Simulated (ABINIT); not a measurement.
## CsPbI2Br (P4/mmm): a self-consistent loop beyond G0W0, cycle by cycle

Wanted: G0W0 and self-consistent gaps of CsPbI2Br (P4/mmm), with the cost of the cycles.

Main program and level: ABINIT 10.8.3; PBE and many-body steps on it, plane waves.

## (1) The starting structure

It takes space group P4/mmm (No. 123, tetragonal). Conventional cell: a = 6.375 Å, b = 6.375 Å, c = 5.962 Å, α = 90.00°, β = 90.00°, γ = 90.00°. Nearest to Cs lie 8 I at 4.36 Å and 4 Br at 4.51 Å. Nearest to Pb lie 2 Br at 2.98 Å and 4 I at 3.19 Å. Nearest to I lie 2 Pb at 3.19 Å and 4 Cs at 4.36 Å. Nearest to Br lie 2 Pb at 2.98 Å and 4 Cs at 4.51 Å. Farther neighbours and most contacts between anions are not listed.

Coordinates:

```cif
data_structure
_symmetry_space_group_name_H-M 'P4/mmm'
_symmetry_Int_Tables_number 123
_cell_length_a 6.3753
_cell_length_b 6.3753
_cell_length_c 5.9622
_cell_angle_alpha 90.000
_cell_angle_beta 90.000
_cell_angle_gamma 90.000
_cell_volume 242.33
loop_
_atom_site_label
_atom_site_type_symbol
_atom_site_symmetry_multiplicity
_atom_site_Wyckoff_symbol
_atom_site_fract_x
_atom_site_fract_y
_atom_site_fract_z
_atom_site_occupancy
Cs1 Cs 1 d 0.50000 0.50000 0.50000 1
Pb1 Pb 1 a 0.00000 0.00000 0.00000 1
I1 I 2 f 0.00000 0.50000 0.00000 1
Br1 Br 1 b 0.00000 0.00000 0.50000 1
```

The cell and positions are those that the Materials Project relaxed with its own functionals (PBE, PBE+U or r2SCAN), kept fixed. Spin-orbit coupling is left out unless a step names it.

## (2) Empty states on the mesh, 2×2×2 mesh, 162 bands

This step: ABINIT 10.8.3; DFT, PBE, plane waves, norm-conserving pseudopotentials.

The sums over transitions need many empty states on a uniform mesh; this step solves for them.

File run.abi:

```
acell 3*1.0 Angstrom
rprim 
  6.375296000000 0.000000000000 0.000000000000
  0.000000000000 6.375296000000 0.000000000000
  0.000000000000 0.000000000000 5.962220000000
ntypat 4
znucl 55 82 53 35
natom 5
typat 1 2 3 3 4
xred 
  0.500000000000 0.500000000000 0.500000000000
  0.000000000000 0.000000000000 0.000000000000
  0.000000000000 0.500000000000 0.000000000000
  0.500000000000 0.000000000000 0.000000000000
  0.000000000000 0.000000000000 0.500000000000
pp_dirpath "pseudos"
pseudos "Cs.upf, Pb.upf, I.upf, Br.upf"
ecut 34
ngkpt 2 2 2
nshiftk 1
shiftk 0 0 0
kptopt 1
chksymbreak 0
iscf -2
irdden 1
istwfk *1
nband 162
nbdbuf 14
tolwfr 1e-09
nstep 60
prtvol 0
indata_prefix "in"
outdata_prefix "out"
tmpdata_prefix "tmp"
```

The run is started by

```bash
$ OMP_NUM_THREADS=1 mpirun -n 4 abinit run.abi > log
```

Numbers of over 12 decimals in the logs are rounded to 6 here.

What it wrote:

```text
.Version 10.8.3 of ABINIT. v10.8.2 released Aug 2026.

 Symmetries : space group P4/m m m (#123); Bravais tP (primitive tetrag.)
[... echo of the input left out ...]
== DATASET  1 ==================================================================
-   mpi_nproc: 4, omp_nthreads: 1 (-1 if OMP is not activated)

--- !DatasetInfo
iteration_state: {dtset: 1, }
dimensions: {natom: 5, nkpt: 6, mband: 162, nsppol: 1, nspinor: 1, nspden: 1, mpw: 15544, }
cutoff_energies: {ecut:  34.0, pawecutdg:  -1.0, }
[...]
1.08022    1.08701    1.09630    1.09774    1.09774    1.10511    1.13288    1.13755
   1.13874    1.16697    1.16698    1.17244    1.18548    1.18550    1.20147    1.20693
   1.21043    1.21430
 prteigrs : prtvol=0 or 1, do not print more k-points.

== END DATASET(S) ==============================================================
================================================================================

 -outvars: echo values of variables after computation  --------
            nband         162
             nkpt           6
          spgroup         123
 [... the other variables as echoed above ...]

 Calculation completed.
```

Wall time 5.7 min (4 MPI ranks of Intel Xeon Platinum 8375C at 2.90GHz (Ice Lake), shared host); peak memory 0.64 GiB.

Numbers from this step:

```
gap                                                           : 1.485 eV
k of the valence top                                          : 0.5, 0.5, 0.5
k of the conduction bottom                                    : 0.5, 0.5, 0.5
least direct gap                                              : 1.485 eV
k points computed                                             : 6
lowest point of the top converged band, above the valence top : 26.73 eV
```

On this mesh the gap is 1.485 eV.

The density comes from a self-consistent run that is not shown.

## (3) Screening, 2×2×2 mesh, 148 bands, screening to 87.1 eV

The RPA dielectric matrix is built and inverted for each q.

This step: RPA screening on PBE, plane waves, norm-conserving pseudopotentials.

Changes to run.abi since step 2:

```diff
@@ -23,10 +23,11 @@
 chksymbreak 0
-iscf -2
-irdden 1
 istwfk *1
-nband 162
-nbdbuf 14
-tolwfr 1e-09
-nstep 60
-prtvol 0
+occopt 1
+irdwfk 1
+optdriver 3
+nband 148
+ecuteps 3.2
+inclvkb 2
+awtr 1
+symchi 1
 indata_prefix "in"
```

What it wrote:

```text
.Version 10.8.3 of ABINIT. v10.8.2 released Aug 2026.

 Symmetries : space group P4/m m m (#123); Bravais tP (primitive tetrag.)
[... echo of the input left out ...]
== DATASET  1 ==================================================================
-   mpi_nproc: 4, omp_nthreads: 1 (-1 if OMP is not activated)

--- !DatasetInfo
iteration_state: {dtset: 1, }
dimensions: {natom: 5, nkpt: 6, mband: 148, nsppol: 1, nspinor: 1, nspden: 1, mpw: 15544, }
cutoff_energies: {ecut:  34.0, pawecutdg:  -1.0, }
electrons: {nelect:   9.80000000E+01, charge:   0.00000000E+00, occopt:   1.00000000E+00, tsmear:   1.00000000E-02, }

 SCREENING: Calculation of the susceptibility and dielectric matrices

 Based on a program developped by R.W. Godby, V. Olevano, G. Onida, and L. Reining.
 Incorporated in ABINIT by V. Olevano, G.-M. Rignanese, and M. Torrent.
.Using double precision arithmetic ; gwpc =  8

[... cell and pseudopotentials left out ...]
--------------------------------------------------------------------------------

 ==== K-mesh for the wavefunctions ====
 Number of points in the irreducible wedge :     6
[... list of points left out ...]
 Together with 16 symmetry operations and time-reversal symmetry
 yields     8 points in the full Brillouin Zone.

 ==== Q-mesh for the screening function ====
 Number of points in the irreducible wedge :     6
[... list of points left out ...]
 Together with 16 symmetry operations and time-reversal symmetry
 yields     8 points in the full Brillouin Zone.

 setmesh: FFT mesh size selected  =    45x   45x   40
          total number of points  =        81000

 vcoul_init : cutoff-mode = AUXILIARY_FUNCTION
 q-points for optical limit:   1
     1)      0.000010    0.000020    0.000030

- screening: taking advantage of time-reversal symmetry
- Maximum band index for partially occupied states nbvw = 49
- Remaining bands to be divided among processors   nbcw = 99
- Number of bands treated by each node ~24

 Number of electrons calculated from density =   98.0000; Expected =   98.0000
 average of density, n =  0.059927
 r_s =    1.5852
 omega_plasma =   23.6138 [eV]

 calculating chi0 at frequencies [eV] :
  1    0.000000E+00    0.000000E+00
  2    0.000000E+00    2.361381E+01

--------------------------------------------------------------------------------
  q-point number  1        q = ( 0.000000, 0.000000, 0.000000) [r.l.u.]
--------------------------------------------------------------------------------
[... chi0 elements left out ...]
 For q-point:  0.000010 0.000020 0.000030
  dielectric constant =   9.8003
  dielectric constant without local fields =  11.1638

  Average fulfillment of the sum rule on Im[epsilon] for q-point    1 :     37.64  [%]
[... wings left out ...]
  q-point number  2        q = ( 0.500000, 0.000000, 0.000000) [r.l.u.]
--------------------------------------------------------------------------------
[... chi0 elements left out ...]
  Average fulfillment of the sum rule on Im[epsilon] for q-point    2 :     43.09  [%]

 [... 4 further q-points ...]
```

It took 3.4 min on 4 MPI ranks; peak memory 3.6 GiB; 14 min of CPU time.

Numbers from this step:

| Quantity | Value |
| --- | --- |
| ε∞ with local fields, on this mesh, along the program's q direction | 9.800 |
| the same without local fields | 11.16 |
| plasma frequency | 23.61 eV |
| plane waves in the screening matrix | 461 |

Local fields lower ε∞ by 12 %. On a Γ-centred mesh this coarse the value itself is usually too large, while a short band sum pulls it down.

## (4) G0W0

The self-energy is evaluated for the states that the input lists, and the levels follow from it, in one-shot runs by the linearised quasiparticle equation.

This step: G0W0 on PBE, plane waves, norm-conserving pseudopotentials.

Changes to run.abi since step 3:

```diff
@@ -26,8 +26,17 @@
 irdwfk 1
-optdriver 3
+optdriver 4
 nband 148
+gwcalctyp 0
+ecutsigx 34
+symsigma 1
+nkptgw 2
+kptgw 
+  0.5000000000 0.5000000000 0.5000000000
+  0.0000000000 0.0000000000 0.0000000000
+bdgw 
+  48 51
+  48 51
 ecuteps 3.2
-inclvkb 2
-awtr 1
-symchi 1
+irdscr 1
+ppmodel 1
 indata_prefix "in"
```

What it wrote:

```text
.Version 10.8.3 of ABINIT. v10.8.2 released Aug 2026.

 Symmetries : space group P4/m m m (#123); Bravais tP (primitive tetrag.)
[... echo of the input left out ...]
== DATASET  1 ==================================================================
-   mpi_nproc: 4, omp_nthreads: 1 (-1 if OMP is not activated)

--- !DatasetInfo
iteration_state: {dtset: 1, }
dimensions: {natom: 5, nkpt: 6, mband: 148, nsppol: 1, nspinor: 1, nspden: 1, mpw: 15544, }
cutoff_energies: {ecut:  34.0, pawecutdg:  -1.0, }
electrons: {nelect:   9.80000000E+01, charge:   0.00000000E+00, occopt:   1.00000000E+00, tsmear:   1.00000000E-02, }

 SIGMA: Calculation of the GW corrections

 Based on a program developped by R.W. Godby, V. Olevano, G. Onida, and L. Reining.
 Incorporated in ABINIT by V. Olevano, G.-M. Rignanese, and M. Torrent.
.Using double precision arithmetic ; gwpc =  8

[... cell and pseudopotentials left out ...]
--------------------------------------------------------------------------------

 ==== K-mesh for the wavefunctions ====
 Number of points in the irreducible wedge :     6
[... list of points left out ...]
 Together with 16 symmetry operations and time-reversal symmetry
 yields     8 points in the full Brillouin Zone.

 ==== Q-mesh for screening function ====
 Number of points in the irreducible wedge :     6
[... list of points left out ...]
 Together with 16 symmetry operations and time-reversal symmetry
 yields     8 points in the full Brillouin Zone.

 vcoul_init : cutoff-mode = AUXILIARY_FUNCTION
 q-points for optical limit:   1
     1)      0.000010    0.000020    0.000030
 setmesh: FFT mesh size selected  =    64x   64x   60
          total number of points  =       245760

 Number of electrons calculated from density =   98.0000; Expected =   98.0000
 average of density, n =  0.059927
 r_s =    1.5852
 omega_plasma =   23.6138 [eV]

 === KS Band Gaps ===
  >>>> For spin  1
   Minimum direct gap =   1.4850 [eV], located at k-point      :   0.5000  0.5000  0.5000
   Fundamental gap    =   1.4850 [eV], Top of valence bands at :   0.5000  0.5000  0.5000
                                       Bottom of conduction at :   0.5000  0.5000  0.5000
 SIGMA fundamental parameters:
 PLASMON POLE MODEL  1
 number of plane-waves for SigmaX                15485
 number of plane-waves for SigmaC and W            461
 number of plane-waves for wavefunctions         15485
 number of bands                                   148
 number of independent spin polarizations            1
 number of spinorial components                      1
 number of k-points in IBZ                           6
 number of q-points in IBZ                           6
 number of symmetry operations                      16
 number of k-points in BZ                            8
 number of q-points in BZ                            8
 number of frequencies for dSigma/dE                 9
 frequency step for dSigma/dE [eV]                0.25
 number of omega for Sigma on real axis              0
 max omega for Sigma on real axis  [eV]           0.00
 zcut for avoiding poles [eV]                     0.10

 EPSILON^-1 parameters (SCR file):
 dimension of the eps^-1 matrix on file            461
 dimension of the eps^-1 matrix used               461
 number of plane-waves for wavefunctions         15485
 number of bands                                   148
 number of q-points in IBZ                           6
 number of frequencies                               2
 number of real frequencies                          1
 number of imag frequencies                          1

 matrix elements of self-energy operator (all in [eV])

 Perturbative Calculation

--- !SelfEnergy_ee
iteration_state: {dtset: 1, }
kpoint     : [   0.500,    0.500,    0.500, ]
spin       : 1
KS_gap     :    1.485
QP_gap     :    2.523
Delta_QP_KS:    1.038
data: !SigmaeeData |
     Band     E0 <VxcDFT>   SigX SigC(E0)      Z dSigC/dE  Sig(E)    E-E0       E
       48   1.529 -13.323 -16.141   2.421   0.791  -0.264 -13.637  -0.315   1.215
       49   2.392 -14.634 -16.789   1.962   0.801  -0.248 -14.789  -0.154   2.238
       50   3.877 -10.437  -6.670  -2.681   0.813  -0.230  -9.554   0.883   4.761
       51   3.877 -10.437  -6.670  -2.681   0.813  -0.230  -9.554   0.883   4.761

--- !SelfEnergy_ee
iteration_state: {dtset: 1, }
kpoint     : [   0.000,    0.000,    0.000, ]
spin       : 1
KS_gap     :    4.435
QP_gap     :    5.180
Delta_QP_KS:    0.745
data: !SigmaeeData |
     Band     E0 <VxcDFT>   SigX SigC(E0)      Z dSigC/dE  Sig(E)    E-E0       E
       48   1.118 -13.026 -16.044   2.479   0.789  -0.268 -13.451  -0.425   0.693
       49   1.118 -13.026 -16.044   2.479   0.789  -0.268 -13.451  -0.425   0.693
       50   5.553  -6.170  -2.807  -2.982   0.840  -0.190  -5.850   0.320   5.873
       51   6.453  -6.173  -2.737  -2.919   0.839  -0.192  -5.739   0.434   6.887

== END DATASET(S) ==============================================================
================================================================================

 -outvars: echo values of variables after computation  --------
           etotal      0.0000000000E+00
            nband         148
             nkpt           6
          spgroup         123
 [... the other variables as echoed above ...]

 Calculation completed.
```

Run time: 26 s. Hardware: 4 MPI ranks; peak memory 2.3 GiB.

This step gave:

```
G0W0 gap on the points computed              : 2.523 eV
starting gap on the mesh                     : 1.485 eV
k of the valence top                         : 0.5, 0.5, 0.5
k of the conduction bottom                   : 0.5, 0.5, 0.5
Z at the valence top                         : 0.801
Z at the conduction bottom                   : 0.813
least direct G0W0 gap on the computed points : 2.523 eV
```

The gap on the mesh goes from 1.48 eV to 2.52 eV, a correction of +1.04 eV.

## (5) QSGW, cycle 1

This step: QSGW on PBE, plane waves, norm-conserving pseudopotentials.

Changes to run.abi since step 4:

```diff
@@ -28,12 +28,20 @@
 nband 148
-gwcalctyp 0
+gwcalctyp 28
 ecutsigx 34
-symsigma 1
-nkptgw 2
+symsigma 0
+nkptgw 6
 kptgw 
+  0.0000000000 0.0000000000 0.0000000000
+  0.5000000000 0.0000000000 0.0000000000
+  0.5000000000 0.5000000000 0.0000000000
+  0.0000000000 0.0000000000 0.5000000000
+  0.5000000000 0.0000000000 0.5000000000
   0.5000000000 0.5000000000 0.5000000000
-  0.0000000000 0.0000000000 0.0000000000
 bdgw 
-  48 51
-  48 51
+  37 55
+  37 55
+  37 55
+  37 55
+  37 55
+  37 55
 ecuteps 3.2
@@ -41,2 +49,3 @@
 ppmodel 1
+rhoqpmix 0.3
 indata_prefix "in"
```

What it wrote:

```text
.Version 10.8.3 of ABINIT. v10.8.2 released Aug 2026.

 Symmetries : space group P4/m m m (#123); Bravais tP (primitive tetrag.)
[... echo of the input left out ...]
== DATASET  1 ==================================================================
-   mpi_nproc: 4, omp_nthreads: 1 (-1 if OMP is not activated)

--- !DatasetInfo
iteration_state: {dtset: 1, }
dimensions: {natom: 5, nkpt: 6, mband: 148, nsppol: 1, nspinor: 1, nspden: 1, mpw: 15544, }
cutoff_energies: {ecut:  34.0, pawecutdg:  -1.0, }
electrons: {nelect:   9.80000000E+01, charge:   0.00000000E+00, occopt:   1.00000000E+00, tsmear:   1.00000000E-02, }

 SIGMA: Calculation of the GW corrections

 Based on a program developped by R.W. Godby, V. Olevano, G. Onida, and L. Reining.
 Incorporated in ABINIT by V. Olevano, G.-M. Rignanese, and M. Torrent.
.Using double precision arithmetic ; gwpc =  8

[... cell and pseudopotentials left out ...]
--------------------------------------------------------------------------------

 ==== K-mesh for the wavefunctions ====
 Number of points in the irreducible wedge :     6
[... list of points left out ...]
 Together with 16 symmetry operations and time-reversal symmetry
 yields     8 points in the full Brillouin Zone.

 ==== Q-mesh for screening function ====
 Number of points in the irreducible wedge :     6
[... list of points left out ...]
 Together with 16 symmetry operations and time-reversal symmetry
 yields     8 points in the full Brillouin Zone.

 vcoul_init : cutoff-mode = AUXILIARY_FUNCTION
 q-points for optical limit:   1
     1)      0.000010    0.000020    0.000030
 setmesh: FFT mesh size selected  =    64x   64x   60
          total number of points  =       245760

 Number of electrons calculated from density =   98.0000; Expected =   98.0000
[...]
KS_gap     :    2.396
QP_gap     :    3.999
Delta_QP_KS:    1.603
data: !SigmaeeData |
     Band     E_DFT   <VxcDFT>   E(N-1)  <Hhartree>   SigX  SigC[E(N-1)]    Z     dSigC/dE  Sig[E(N)]  DeltaE  E(N)_pert E(N)_diago
[...]
--- !SelfEnergy_ee
iteration_state: {dtset: 1, }
kpoint     : [   0.500,    0.500,    0.500, ]
spin       : 1
KS_gap     :    1.485
QP_gap     :    2.764
Delta_QP_KS:    1.279
data: !SigmaeeData |
     Band     E_DFT   <VxcDFT>   E(N-1)  <Hhartree>   SigX  SigC[E(N-1)]    Z     dSigC/dE  Sig[E(N)]  DeltaE  E(N)_pert E(N)_diago
[...]
54     7.462    -7.593     7.462    15.055    -3.575    -3.016     1.000     0.000    -6.591     1.002     8.464     8.472
       55     7.462    -7.593     7.462    15.055    -3.575    -3.015     1.000     0.000    -6.590     1.003     8.465     8.472

 New Fermi energy :        1.335265E-01 Ha ,    3.633441E+00 eV

 === QP Band Gaps ===
  >>>> For spin  1
   Minimum direct gap =   2.6462 [eV], located at k-point      :   0.5000  0.5000  0.5000
   Fundamental gap    =   2.6462 [eV], Top of valence bands at :   0.5000  0.5000  0.5000
                                       Bottom of conduction at :   0.5000  0.5000  0.5000

 writing QP data on file : out_QPS

 Convergence of QP corrections
 >>>>> For spin  1 <<<<<
.  kptgw no:  1; Maximum DeltaE = ( -12.341   0.002) for band index:  2
.  kptgw no:  2; Maximum DeltaE = ( -13.782  -0.000) for band index:  2
.  kptgw no:  3; Maximum DeltaE = (  -1.522  -0.000) for band index:  7
.  kptgw no:  4; Maximum DeltaE = (  -0.606  -0.000) for band index:  9
.  kptgw no:  5; Maximum DeltaE = (  -0.626  -0.000) for band index:  7
.  kptgw no:  6; Maximum DeltaE = (  -0.587   0.001) for band index:  4

== END DATASET(S) ==============================================================
================================================================================

 -outvars: echo values of variables after computation  --------
           etotal      0.0000000000E+00
            nband         148
             nkpt           6
          spgroup         123
 [... the other variables as echoed above ...]

 Calculation completed.
```

It took 3.4 min on 4 MPI ranks; peak memory 4 GiB.

This step gave:

```yaml
quasiparticle_gap_on_the_mesh: 2.647 eV
gap_of_the_density_functional_on_the_mesh: 1.485 eV
k_of_the_valence_top: 0.5, 0.5, 0.5
k_of_the_conduction_bottom: 0.5, 0.5, 0.5
z_at_the_valence_top: 1
z_at_the_conduction_bottom: 1
least_direct_quasiparticle_gap_on_the_computed_points: 2.647 eV
```

Against G0W0 in ABINIT (2×2×2 mesh, 148 bands, screening to 87.1 eV, Godby-Needs plasmon pole), the gap moves by +0.124 eV.

[end of part 1 of 3]

[Paths, hosts, dates, memory and timing lines, banners, echoed tables and standing remarks are left out of the program output.]

[Logs are printed without paths, hosts, clocks, repeated set-up lines and the standing remarks that a program may print on its own settings, such as how far it seeks lower states.]

[Runs of the session that timed out or met a known fault of the program may be left out.]

[Hosts, paths, dates, database ids (printed as entryN), source tags and the programs' standing remarks are cut or masked in the printed files.]

[G0W0 gaps are taken among the corrected bands and points alone; a level outside them can change the order at an edge.]

[Where Ansatz stands beside ABINIT at settings called matched, ABINIT's density can come from a denser mesh and the files from another edition; pairs whose starting gaps differed by over 0.03 eV were left out, so agreement reads better than it is.]
